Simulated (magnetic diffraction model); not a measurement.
# NdErCoGe₂: what an assumed order does to the neutron pattern

Space group C2/m (no. 12), a = 10.3650 Å, b = 4.2220 Å, c = 10.1740 Å, β = 116.88°.

```
site  atom       x    y       z
  4i    Er  0.6894  1/2  0.1166
  4i    Nd  0.0038    0  0.3318
  4i    Ge  0.8362  1/2  0.4369
  4i    Ge  0.9812  1/2  0.1223
  4i    Co  0.2702    0  0.6579
```

The compound is invented for this exercise: a known structure type with other elements, its cell scaled to their sizes and not relaxed.

Only Er, Nd and Co are taken to order (form factors of Er3+, Nd3+ and Co2+); orders and moment sizes are assumed, and not adapted to the symmetry. Radiation: neutrons of λ = 2.52 Å, 3° to 60°; isotropic B of 0.33 Å² (Er), 0.41 Å² (Nd), 0.47 Å² (Ge) and 0.56 Å² (Co). The intensities are simulated: I ∝ L Σ (|F_N|² + |F_M⊥|²) for unpolarised neutrons, with F_M = 2.695 fm/μB × Σ f(s) S exp(2πi Q·r) exp(−B s²) at Q = H ± k (one set where k and −k are equivalent), only the part normal to Q counting and L = 1/(sin²θ cos θ). For collinear order S is the moment m, which repeats by lattice and centring translations R with the sign exp(−2πi k·R). Form factors are spin-only for 3d ions and dipole or tabulated for f ions, scattering lengths are Sears's of 1992, and absorption is left out. A label names one of the reflections at its angle. The strongest nuclear line in the range is 100, and lines under 0.2 are left out.

Assume the order k = (0 0 1/2), collinear moments along [100], 5.3 μB on Er, 2.8 μB on Nd and 1.39 μB on Co; signs + at (0.6894, 1/2, 0.1166), + at (0.3106, 1/2, 0.8834), − at (0.0038, 0, 0.3318), − at (0.9962, 0, 0.6682), − at (0.2702, 0, 0.6579), − at (0.7298, 0, 0.3421).

Q: Where does magnetic intensity appear, and how strong is it?

```csv
2θ (°),index,nuclear,magnetic
7.96,(0 0 1/2),0.0,73.3
15.96,(0 0 1),0.9,0.0
24.04,(0 0 3/2),0.0,60.0
28.20,(2 0 -1),2.4,0.0
28.84,(2 0 -1/2),0.0,2.9
29.85,(2 0 -3/2),0.0,5.9
31.64,(2 0 0),3.1,0.0
32.24,(0 0 2),0.8,0.0
33.48,(2 0 -2),0.6,0.0
37.61,(1 1 -1/2),0.0,82.3
38.30,(1 1 0),1.3,0.0
38.60,(2 0 -5/2),0.0,0.4
38.70,(1 1 -1),2.6,0.0
40.62,(0 0 5/2),0.0,66.2
40.71,(1 1 1/2),0.0,19.4
41.47,(1 1 -3/2),0.0,0.6
41.89,(2 0 1),0.7,0.0
44.61,(1 1 1),22.5,0.0
45.66,(1 1 -2),0.5,0.0
48.55,(2 0 3/2),0.0,0.8
49.23,(0 0 3),0.9,0.0
49.71,(1 1 3/2),0.0,8.5
51.00,(1 1 -5/2),0.0,24.5
55.80,(1 1 2),23.6,0.0
55.92,(2 0 2),15.2,0.0
56.30,(3 1 -3/2),0.0,7.6
56.52,(3 1 -1),65.0,0.0
57.29,(1 1 -3),100.0,0.0
57.41,(3 1 -2),1.3,0.0
58.05,(3 1 -1/2),0.0,1.4
58.32,(4 0 -2),42.0,0.0
59.45,(2 0 -4),1.6,0.0
59.79,(3 1 -5/2),0.0,0.9
```

The strongest magnetic line in the range is (1 1 -1/2) at 37.61° (82.3). On top of the Lorentz factor, which all lines share, magnetic lines fade with angle because f falls: for Er3+ it is 0.96, 0.86, 0.73 and 0.47 at sin θ/λ = 0.1, 0.2, 0.3 and 0.5 Å⁻¹, while nuclear lengths stay constant. The order has no net moment.

[Logs are printed without paths, hosts, clocks, repeated set-up lines and the standing remarks that a program may print on its own settings, such as how far it seeks lower states.]
